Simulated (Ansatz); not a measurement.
# Decaying states in the gap of LaYZn2P2O2

Wanted: the relaxed cell of LaYZn2P2O2, its band edges and its decay constants. It is built by putting La for part of the Y in the YZnPO structure of space group R-3m, with the volume rescaled by atomic radii. The parent structure comes from the Materials Project.

Program: Ansatz 0.2.0. Level of theory: PBE DFT, plane waves, PAW files, in the first sound run; inputs show where later runs differ. Results are calculated unless marked as measured.

The structure was built from a prototype and need not be the compound's stable phase.

## 1. Starting point

Symmetry: R3m, No. 160, trigonal system. Conventional cell: a = 3.957 Å, b = 3.957 Å, c = 30.878 Å, α = 90.00°, β = 90.00°, γ = 120.00°. Nearest to La lie 4 O at 2.30 to 2.35 Å and 3 P at 3.05 Å. Nearest to Y lie 4 O at 2.30 to 2.35 Å and 3 P at 3.05 Å. Zn has 4 P at 2.41 to 2.60 Å nearest. Nearest to Zn lie 4 P at 2.41 to 2.60 Å. P has 4 Zn at 2.41 to 2.60 Å and 3 Y at 3.05 Å nearest. Nearest to P lie 4 Zn at 2.41 to 2.60 Å and 3 La at 3.05 Å. It derives from YZnPO. La for part of the Y in the YZnPO structure of space group R-3m. Farther neighbours and most contacts between anions are not listed.

As a file:

```cif
data_structure
_symmetry_space_group_name_H-M 'P 1'
_symmetry_Int_Tables_number 1
_cell_length_a 10.5432
_cell_length_b 10.5432
_cell_length_c 10.5432
_cell_angle_alpha 21.633
_cell_angle_beta 21.633
_cell_angle_gamma 21.633
_cell_volume 139.58
loop_
_atom_site_label
_atom_site_type_symbol
_atom_site_fract_x
_atom_site_fract_y
_atom_site_fract_z
_atom_site_occupancy
La1 La 0.37982 0.37982 0.37982 1
Y2 Y 0.62018 0.62018 0.62018 1
Zn3 Zn 0.19622 0.19622 0.19622 1
Zn4 Zn 0.80378 0.80378 0.80378 1
P5 P 0.88809 0.88809 0.88809 1
P6 P 0.11191 0.11191 0.11191 1
O7 O 0.30528 0.30528 0.30528 1
O8 O 0.69472 0.69472 0.69472 1
```

## 2. Relaxing the new crystal

The substituted atoms don't fit the parent's cell, so cell and atoms relax together. A small smearing keeps the run stable in case the gap closes on the way.

Contents of input.yaml:

```yaml
crystal:
  lattice:
    - [1.978584577, 1.1423363382, 10.2927130293]
    - [-1.978584577, 1.1423363382, 10.2927130293]
    - [0.0, -2.2846726763, 10.2927130293]
  atoms:
    - { symbol: La, position: [0.379817, 0.379817, 0.379817] }
    - { symbol: "Y", position: [0.620183, 0.620183, 0.620183] }
    - { symbol: Zn, position: [0.196223, 0.196223, 0.196223] }
    - { symbol: Zn, position: [0.803777, 0.803777, 0.803777] }
    - { symbol: P, position: [0.888093, 0.888093, 0.888093] }
    - { symbol: P, position: [0.111907, 0.111907, 0.111907] }
    - { symbol: O, position: [0.305282, 0.305282, 0.305282] }
    - { symbol: O, position: [0.694718, 0.694718, 0.694718] }
kpoints:
  mp_grid: { grid: [6, 6, 6] }
scf:
  occupations: { method: gaussian, width: 0.03 }
hamiltonian:
  xc: pbe
output:
  forces: true
  stress: true
relax:
  f_tol: 0.02
  max_steps: 60
  cell: {}
```

Launch:

```console
$ ansatz run input.yaml --threads 2 --pin off --max-ram 4096MiB --backend cpu --events-out ev --progress --plain --runs-dir out
```

Numbers of over 12 decimals in the logs are rounded to 6 here.

Log:

```text
basis.fft_grid_basis auto: the FFT boxes are laid along the combinations [[1, 0, -1], [0, 1, -1], [0, 0, 1]] of the cell's own vectors, 3.957, 3.957 and 10.543 Å long. The dense box has 27×27×72 points. Along the cell's own vectors, as sized, it would have 72×72×72, 7.11 times as many. Of the 6 symmetry operations that the crystal satisfies within crystal.symmetry.tolerance (time reversal apart; of a slab, those that [...]
Engine: ansatz 0.2.0, aarch64-unknown-linux-gnu
Pseudopotentials: kind: paw
Pseudopotential: La, paw, valence charge 11, recommended cutoff 420 eV (normal), La.paw.azcp
Pseudopotential: Y, paw, valence charge 11, recommended cutoff 420 eV (normal), Y.paw.azcp
Pseudopotential: Zn, paw, valence charge 12, recommended cutoff 420 eV (normal), Zn.paw.azcp
Pseudopotential: P, paw, valence charge 5, recommended cutoff 420 eV (normal), P.paw.azcp
Pseudopotential: O, paw, valence charge 6, recommended cutoff 420 eV (normal), O.paw.azcp
Functional definition: PBE
  parameter kappa = 0.804
  parameter beta = 0.066725
  exchange = pbe_x(kappa = kappa, mu = beta*pi^2/3)
  correlation = pbe_c(beta = beta)
Crystal: 8 atoms, lattice volume = 139.582 Å³
Basis set: ecut = 420 eV, 2753 PW (Γ), FFT grids on a1−a3, a2−a3, a3, exchange–correlation on 54×54×144 points (8 copies of the dense FFT grid, shifted against one another)
Bands: 42, of which v1, the nominal top of the filled ones, is band 34 counted from 1 (33 counted from 0)
Symmetry: 6 space group operations
Space group: R3m (ITA 160), of the structure as read, at distance tolerance 5.2e-5 Å
k-points: 32 of 216 (time reversal used)
Non-local potential: La, projectors of the file, l = 0: 3, l = 1: 2, l = 2: 2, l = 3: 3
Non-local potential: Y, projectors of the file, l = 0: 3, l = 1: 2, l = 2: 2, l = 3: 1
Non-local potential: Zn, projectors of the file, l = 0: 2, l = 1: 2, l = 2: 3, l = 3: 1
Non-local potential: P, projectors of the file, l = 0: 2, l = 1: 2, l = 2: 2
Non-local potential: O, projectors of the file, l = 0: 2, l = 1: 2, l = 2: 1
PAW form: soft (Blöchl's): semilocal exchange-correlation on the pseudo side does not see the compensation charge
PAW one-centre angular grid: La, 590 points (default); XC on 64 Gauss nodes
PAW one-centre angular grid: Y, 590 points (default); XC on 64 Gauss nodes
PAW one-centre angular grid: Zn, 590 points (default); XC on 64 Gauss nodes
PAW one-centre angular grid: P, 110 points (default); XC on 64 Gauss nodes
PAW one-centre angular grid: O, 110 points (default); XC on 64 Gauss nodes
Initial density: superposition of atomic densities (neutral atoms: chi_scale 0, normalization atom), corrected by the library's trained network
Initial wavefunctions: pseudopotential atomic-orbital guess
Functional: x = pbe(κ = 0.804, μ = 0.219515), c = pbe(β = 0.066725)
SCF iter   1: F=—  HF=-19392.976229 eV  |F-HF|=—  |Δ(HF+E_count)|=         —  Δρ=2.45e-3  dr2=9.28e-3  ethr=1.77e-3  ⟨swp⟩=10.1  Hψ=7003  notcnv=0  defer=4
preconditioner: auto → Resta (q_TF=auto, 2.420 Å⁻¹)  ε∞=5.7  [insulator: Δε(μ)=1.291 eV  Ē_g=11.611 eV  σ=0.030 eV  W_gap=1.00  n_scr=36 (ndim 8)  ℏωp=25.1 eV  f_vac=0.013  D(μ)=0.00/eV (n_scr^D=0)  ε∞_Penn≈5.7]
SCF iter   2: F=—  HF=-19392.977630 eV  |F-HF|=—  |Δ(HF+E_count)|=   1.40e-3  Δρ=1.36e-3  dr2=1.99e-3  ethr=1.36e-5  ⟨swp⟩=2.4  Hψ=2788  notcnv=0  defer=77
SCF iter   3: F=—  HF=-19392.978176 eV  |F-HF|=—  |Δ(HF+E_count)|=   5.46e-4  Δρ=7.01e-4  dr2=5.91e-4  ethr=2.93e-6  ⟨swp⟩=2.0  Hψ=2071  notcnv=0  defer=77
SCF iter   4: F=—  HF=-19392.978513 eV  |F-HF|=—  |Δ(HF+E_count)|=   3.37e-4  Δρ=3.39e-4  dr2=1.40e-4  ethr=8.69e-7  ⟨swp⟩=2.0  Hψ=2155  notcnv=0  defer=77
SCF iter   5: F=—  HF=-19392.978507 eV  |F-HF|=—  |Δ(HF+E_count)|=   5.77e-6  Δρ=1.00e-4  dr2=2.37e-5  ethr=2.06e-7  ⟨swp⟩=2.0  Hψ=2090  notcnv=0  defer=77
SCF iter   6: F=—  HF=-19392.978426 eV  |F-HF|=—  |Δ(HF+E_count)|=   8.04e-5  Δρ=1.15e-4  dr2=1.52e-5  ethr=3.49e-8  ⟨swp⟩=2.0  Hψ=2260  notcnv=0  defer=80
SCF iter   7: F=—  HF=-19392.978424 eV  |F-HF|=—  |Δ(HF+E_count)|=   2.06e-6  Δρ=2.26e-5  dr2=1.37e-6  ethr=2.24e-8  ⟨swp⟩=2.0  Hψ=1950  notcnv=0  defer=80
SCF iter   8: F=—  HF=-19392.978425 eV  |F-HF|=—  |Δ(HF+E_count)|=   1.07e-6  Δρ=1.02e-5  dr2=1.77e-7  ethr=2.02e-9  ⟨swp⟩=2.0  Hψ=2108  notcnv=0  defer=80
SCF iter   9: F=-19392.978425 eV  HF=-19392.978425 eV  |F-HF|=3.33e-8  |Δ(HF+E_count)|=   5.21e-8  Δρ=7.18e-6  dr2=6.14e-8  ethr=1.47e-10  ⟨swp⟩=4.9  Hψ=4810  notcnv=0
SCF 1 converged in 9 iterations: F = -19392.978425 eV  dr2 = 6.14e-8
  greatest PAW one-centre occupation: 0.993 electrons in one spin orbital (limit 2), on the Y atom at site 1 (counted from 0), in its partial waves of l = 0
relax step   1: F+E_penalty+E_count = -19392.97842542 eV  Δ(F+E_penalty+E_count) = +0.000e0 eV  max|allowed force component| = 1.077e0 eV/Å  Δτ_max = 0.0000 Å  P = +2.051 GPa  Ω = 139.582 Å³  (9 SCF iters, dr2 threshold 1.00e-7 eV, accepted)
Crystal: 8 atoms, lattice volume = 143.642 Å³
Basis set: ecut = 420 eV, 2819 PW (Γ), FFT grids on a1−a3, a2−a3, a3, exchange–correlation on 54×54×144 points (8 copies of the dense FFT grid, shifted against one another)
Initial density: handed on by an earlier stage of this run
Initial wavefunctions: those handed on with the density
iter 1 solved again at ethr=3.12e-4 eV; its pass at ethr=3.10e-3 eV (dr2=2.12e-1 eV) is discarded
SCF iter   1: F=—  HF=-19393.061803 eV  |F-HF|=—  |Δ(HF+E_count)|=         —  Δρ=1.25e-2  dr2=2.14e-1  ethr=3.12e-4  ⟨swp⟩=2.2  Hψ=8803  notcnv=0
preconditioner: auto → Resta (q_TF=auto, 2.409 Å⁻¹)  ε∞=5.7  [insulator: Δε(μ)=1.270 eV  Ē_g=11.381 eV  σ=0.030 eV  W_gap=1.00  n_scr=36 (ndim 8)  ℏωp=24.8 eV  f_vac=0.021  D(μ)=0.00/eV (n_scr^D=0)  ε∞_Penn≈5.7]
SCF iter   2: F=—  HF=-19393.025592 eV  |F-HF|=—  |Δ(HF+E_count)|=   3.62e-2  Δρ=5.78e-3  dr2=3.76e-2  ethr=3.12e-4  ⟨swp⟩=5.2  Hψ=2498  notcnv=0  defer=12
SCF iter   3: F=—  HF=-19393.022385 eV  |F-HF|=—  |Δ(HF+E_count)|=   3.21e-3  Δρ=2.78e-3  dr2=8.65e-3  ethr=5.53e-5  ⟨swp⟩=3.2  Hψ=2640  notcnv=0  defer=99
SCF iter   4: F=—  HF=-19393.020854 eV  |F-HF|=—  |Δ(HF+E_count)|=   1.53e-3  Δρ=9.30e-4  dr2=1.41e-3  ethr=1.27e-5  ⟨swp⟩=2.1  Hψ=2337  notcnv=0  defer=102
SCF iter   5: F=—  HF=-19393.020938 eV  |F-HF|=—  |Δ(HF+E_count)|=   8.46e-5  Δρ=3.58e-4  dr2=2.51e-4  ethr=2.08e-6  ⟨swp⟩=2.1  Hψ=2095  notcnv=0  defer=102
SCF iter   6: F=—  HF=-19393.020826 eV  |F-HF|=—  |Δ(HF+E_count)|=   1.12e-4  Δρ=2.01e-4  dr2=6.97e-5  ethr=3.69e-7  ⟨swp⟩=2.0  Hψ=2190  notcnv=0  defer=102
[...]
SCF iter   2: F=—  HF=-19393.122801 eV  |F-HF|=—  |Δ(HF+E_count)|=   9.92e-3  Δρ=2.86e-3  dr2=8.99e-3  ethr=8.40e-5  ⟨swp⟩=4.8  Hψ=2196  notcnv=0
SCF iter   3: F=—  HF=-19393.121703 eV  |F-HF|=—  |Δ(HF+E_count)|=   1.10e-3  Δρ=1.05e-3  dr2=1.27e-3  ethr=1.32e-5  ⟨swp⟩=2.2  Hψ=2543  notcnv=0  defer=4
SCF iter   4: F=—  HF=-19393.121415 eV  |F-HF|=—  |Δ(HF+E_count)|=   2.88e-4  Δρ=4.75e-4  dr2=2.70e-4  ethr=1.87e-6  ⟨swp⟩=2.0  Hψ=2071  notcnv=0  defer=4
SCF iter   5: F=—  HF=-19393.121449 eV  |F-HF|=—  |Δ(HF+E_count)|=   3.39e-5  Δρ=1.50e-4  dr2=4.89e-5  ethr=3.97e-7  ⟨swp⟩=2.1  Hψ=2038  notcnv=0  defer=4
SCF iter   6: F=—  HF=-19393.121462 eV  |F-HF|=—  |Δ(HF+E_count)|=   1.32e-5  Δρ=1.22e-4  dr2=2.09e-5  ethr=7.19e-8  ⟨swp⟩=2.0  Hψ=2271  notcnv=0  defer=4
SCF iter   7: F=—  HF=-19393.121461 eV  |F-HF|=—  |Δ(HF+E_count)|=   8.49e-7  Δρ=2.92e-5  dr2=1.50e-6  ethr=3.07e-8  ⟨swp⟩=2.0  Hψ=2251  notcnv=0  defer=4
SCF iter   8: F=-19393.121463 eV  HF=-19393.121463 eV  |F-HF|=4.61e-8  |Δ(HF+E_count)|=   1.65e-6  Δρ=1.01e-5  dr2=1.74e-7  ethr=1.18e-9  ⟨swp⟩=5.0  Hψ=4835  notcnv=0
SCF 3 converged in 8 iterations: F = -19393.121463 eV  dr2 = 1.74e-7
relax step   3: F+E_penalty+E_count = -19393.12146273 eV  Δ(F+E_penalty+E_count) = -1.006e-1 eV  max|allowed force component| = 2.199e-1 eV/Å  Δτ_max = 0.0959 Å  P = -0.315 GPa  Ω = 141.774 Å³  energy of the carried Pulay correction = -2.753e-3 eV  (8 SCF iters, dr2 threshold 8.00e-7 eV, accepted)
[...]
relax step   4: F+E_penalty+E_count = -19393.12599874 eV  Δ(F+E_penalty+E_count) = -4.536e-3 eV  max|allowed force component| = 1.211e-1 eV/Å  Δτ_max = 0.0163 Å  P = -0.090 GPa  Ω = 141.517 Å³  energy of the carried Pulay correction = -2.432e-3 eV  (6 SCF iters, dr2 threshold 8.00e-7 eV, accepted)
[...]
relax step   5: F+E_penalty+E_count = -19393.12904254 eV  Δ(F+E_penalty+E_count) = -3.044e-3 eV  max|allowed force component| = 4.185e-2 eV/Å  Δτ_max = 0.0188 Å  P = +0.022 GPa  Ω = 141.385 Å³  energy of the carried Pulay correction = -2.268e-3 eV  (6 SCF iters, dr2 threshold 8.00e-7 eV, accepted)
[...]
relax step   6: F+E_penalty+E_count = -19393.12929045 eV  Δ(F+E_penalty+E_count) = -2.479e-4 eV  max|allowed force component| = 3.038e-2 eV/Å  Δτ_max = 0.0053 Å  P = +0.012 GPa  Ω = 141.360 Å³  energy of the carried Pulay correction = -2.237e-3 eV  (6 SCF iters, dr2 threshold 1.09e-7 eV, accepted)
[...]
relax step   7: F+E_penalty+E_count = -19393.12928609 eV  Δ(F+E_penalty+E_count) = +4.361e-6 eV  max|allowed force component| = 6.481e-3 eV/Å  Δτ_max = 0.0025 Å  P = +0.008 GPa  Ω = 141.399 Å³  energy of the carried Pulay correction = -2.285e-3 eV  (5 SCF iters, dr2 threshold 5.77e-8 eV, accepted)
Initial wavefunctions: pseudopotential atomic-orbital guess (no wavefunctions were taken with the density)
iter 1 solved again at ethr=8.91e-7 eV; its pass at ethr=3.10e-3 eV (dr2=6.06e-4 eV) is discarded
SCF iter   1: F=—  HF=-19393.131166 eV  |F-HF|=—  |Δ(HF+E_count)|=         —  Δρ=1.67e-4  dr2=1.61e-6  ethr=8.91e-7  ⟨swp⟩=3.3  Hψ=10495  notcnv=0
eigensolver tolerance schedule: the retry pair's looser diagonalisation over-reported the residual by 376.40 of it (diagonalisation noise at 0.12 of the residual, at the tolerance the schedule requests for it); recorded, not acted on — ethr = c·dr2/N_el stays at c = 1.0e-1
preconditioner: auto → Resta (q_TF=auto, 2.415 Å⁻¹)  ε∞=5.8  [insulator: Δε(μ)=1.290 eV  Ē_g=11.389 eV  σ=0.030 eV  W_gap=1.00  n_scr=36 (ndim 8)  ℏωp=25.0 eV  f_vac=0.016  D(μ)=0.00/eV (n_scr^D=0)  ε∞_Penn≈5.8]
SCF iter   2: F=—  HF=-19393.131541 eV  |F-HF|=—  |Δ(HF+E_count)|=   3.75e-4  Δρ=8.61e-5  dr2=8.39e-7  ethr=2.36e-9  ⟨swp⟩=2.4  Hψ=2501  notcnv=0
SCF iter   3: F=—  HF=-19393.131643 eV  |F-HF|=—  |Δ(HF+E_count)|=   1.03e-4  Δρ=3.42e-5  dr2=8.21e-8  ethr=1.23e-9  ⟨swp⟩=2.0  Hψ=2028  notcnv=0
SCF iter   4: F=—  HF=-19393.131663 eV  |F-HF|=—  |Δ(HF+E_count)|=   1.93e-5  Δρ=2.27e-6  dr2=5.73e-9  ethr=1.21e-10  ⟨swp⟩=2.0  Hψ=2289  notcnv=0
SCF iter   5: F=—  HF=-19393.131663 eV  |F-HF|=—  |Δ(HF+E_count)|=   1.11e-9  Δρ=1.07e-6  dr2=8.45e-10  ethr=8.43e-12  ⟨swp⟩=2.0  Hψ=2301  notcnv=0
SCF iter   6: F=—  HF=-19393.131663 eV  |F-HF|=—  |Δ(HF+E_count)|=  5.82e-11  Δρ=4.94e-7  dr2=1.92e-10  ethr=1.24e-12  ⟨swp⟩=2.0  Hψ=2241  notcnv=0
SCF iter   7: F=-19393.131663 eV  HF=-19393.131663 eV  |F-HF|=6.91e-11  |Δ(HF+E_count)|=  8.59e-10  Δρ=1.66e-7  dr2=3.39e-11  ethr=1.00e-12  ⟨swp⟩=5.0  Hψ=4840  notcnv=0
SCF 8 converged in 7 iterations: F = -19393.131663 eV  dr2 = 3.39e-11
relax step   8: F+E_penalty+E_count = -19393.13166274 eV  Δ(F+E_penalty+E_count) = -2.377e-3 eV  max|allowed force component| = 6.438e-3 eV/Å  Δτ_max = 0.0000 Å  P = +0.036 GPa  Ω = 141.399 Å³  stress off target by 4.00e-2 GPa  SCF on the basis re-selected at this cell (its energy is not comparable with the rows above)  (7 SCF iters)
basis re-selected at this cell: Δ(F+E_penalty+E_count) = -2.377e-3 eV, ΔP = +0.028 GPa vs the last step (what re-selecting the basis moved, of the pressure what is left beyond the Pulay correction that the steps carried, after the strain that the cell walked since its last selection, with what the two solves' SCF thresholds leave and, on support functions, any second-order correction that the steps lacked; it is no m [...]
SCF converged after 7 iterations
Free energy (F): -19393.131663 eV
Harris-Foulkes:  -19393.131663 eV  (|F-HF|=6.91e-11)
Internal energy: -19393.131663 eV  (E = F + TS)
E sigma→0 (E₀):  -19393.131663 eV
Fermi energy:    10.619570 eV
--- Per-component energies (eV) ---
  E_band       = -31.590630
  E_kinetic    = 1251.960903
  E_local      = -5398.999083  (includes V_loc(G=0)·N_el)
  E_nonlocal   = 1534.225580
  E_hartree    = 2169.657900
  E_xc         = -862.027789
  E_vxc        = -766.177883  (∫ρ·V_xc dr)
  E_paw        = -13349.489210  (= ΣΔE_a)
  E_vpaw       = -991.920376  (= ΣTr[D̂ρ^β])
  E_aug_tail   = 0.004151  (compensation charges beyond the density's cutoff)
  E_ewald      = -4738.464114
  E_smearing   = -0.000000  (= −TS)
  E_closure    = -0.000000  (closes the sum)
  Σ components = -19393.131663   (vs F -19393.131663, Δ=0.00e0)
--- Forces (eV/Å), atoms counted from 1 ---
  atom   1  La    -0.00000000     0.00000000     0.00392313
  atom   2  Y      0.00000000    -0.00000000    -0.00516203
  atom   3  Zn     0.00000000     0.00000000     0.00312227
  atom   4  Zn    -0.00000000    -0.00000000    -0.00227265
  atom   5  P     -0.00000000    -0.00000000    -0.00251680
  atom   6  P      0.00000000    -0.00000000    -0.00271236
  atom   7  O     -0.00000000     0.00000000     0.00643754
  atom   8  O      0.00000000    -0.00000000    -0.00082091
  max |Σ_I F_I| component: 1.81e-6 eV/Å
--- Stress (GPa, compression-positive) ---
        0.039977       0.000000      -0.000000
        0.000000       0.039977      -0.000000
       -0.000000      -0.000000       0.028787
  P = ⅓ Tr σ = 0.0362 GPa (0.362 kbar)
--- Relaxed structure (7 steps of the walk, 7 accepted, 1 SCFs on fresh bases) ---
  F+E_penalty+E_count = -19393.13166274 eV   max|allowed force component| = 6.438e-3 eV/Å   (the final SCF, on the basis selected at the relaxed cell)
  cell:  # Å, volume = 141.3988 Å³
    - [1.987974, 1.147757, 10.328416]
    - [-1.987974, 1.147757, 10.328416]
    - [0, -2.295514, 10.328416]
  atoms:
    - { symbol: La, position: [0.380601, 0.380601, 0.380601] }
    - { symbol: Y, position: [0.618959, 0.618959, 0.618959] }
    - { symbol: Zn, position: [0.198066, 0.198066, 0.198066] }
    - { symbol: Zn, position: [0.805581, 0.805581, 0.805581] }
    - { symbol: P, position: [0.887850, 0.887850, 0.887850] }
    - { symbol: P, position: [0.115095, 0.115095, 0.115095] }
    - { symbol: O, position: [0.302366, 0.302366, 0.302366] }
    - { symbol: O, position: [0.691482, 0.691482, 0.691482] }
```

Wall time 61 s (2 threads of Arm Neoverse V2, shared host); peak memory 0.51 GiB.

The steps of the relaxation:

| step | energy less that of the first step (eV) | largest force component (eV/Å) | pressure (GPa) | volume (Å³) |
| --- | --- | --- | --- | --- |
| 1 | 0.0000 | 1.0774 | 2.05 | 139.58 |
| 2 | -0.0424 | 0.7403 | -1.73 | 143.64 |
| 3 | -0.1430 | 0.2200 | -0.32 | 141.77 |
| 4 | -0.1476 | 0.1211 | -0.09 | 141.52 |
| 5 | -0.1506 | 0.0418 | 0.02 | 141.38 |
| 6 | -0.1509 | 0.0304 | 0.01 | 141.36 |
| 7 | -0.1509 | 0.0065 | 0.01 | 141.40 |
| 8* | -0.1532 | 0.0064 | 0.04 | 141.40 |

Relaxation steps marked * repeat the geometry before them on a plane-wave basis chosen anew for their cell, so energy and pressure can jump there.

The run keeps the 6 symmetry operations that it works with, so distortions that break them were not tested.

| conventional cell, symmetrised | before | after | change |
| --- | --- | --- | --- |
| a (Å) | 3.957 | 3.976 | +0.5 % |
| b (Å) | 3.957 | 3.976 | +0.5 % |
| c (Å) | 30.878 | 30.985 | +0.3 % |
| volume (Å³/atom) | 17.45 | 17.67 | +1.3 % |

The atoms that moved most (Å, as changes of fractional coordinates times the final cell):

| atom | dx | dy | dz | length |
| --- | --- | --- | --- | --- |
| O8 | 0.000 | 0.000 | -0.100 | 0.100 |
| P6 | 0.000 | 0.000 | 0.099 | 0.099 |
| O7 | 0.000 | 0.000 | -0.090 | 0.090 |
| Zn3 | 0.000 | 0.000 | 0.057 | 0.057 |
| Zn4 | 0.000 | 0.000 | 0.056 | 0.056 |
| Y2 | 0.000 | 0.000 | -0.038 | 0.038 |
| La1 | 0.000 | 0.000 | 0.024 | 0.024 |
| P5 | 0.000 | 0.000 | -0.008 | 0.008 |

This step gave:

```
free energy  : -19393.1317 eV
Fermi energy : 10.62 eV
pressure     : 0.03625 GPa
```

The largest force component on a free atom ends at 0.0064 eV/Å.

(Continued in part 2 of 3.)

[Logs are printed without paths, hosts, clocks, repeated set-up lines and the standing remarks that a program may print on its own settings, such as how far it seeks lower states.]

[Hosts, paths, dates, database ids (printed as entryN), source tags and the programs' standing remarks are cut or masked in the printed files.]
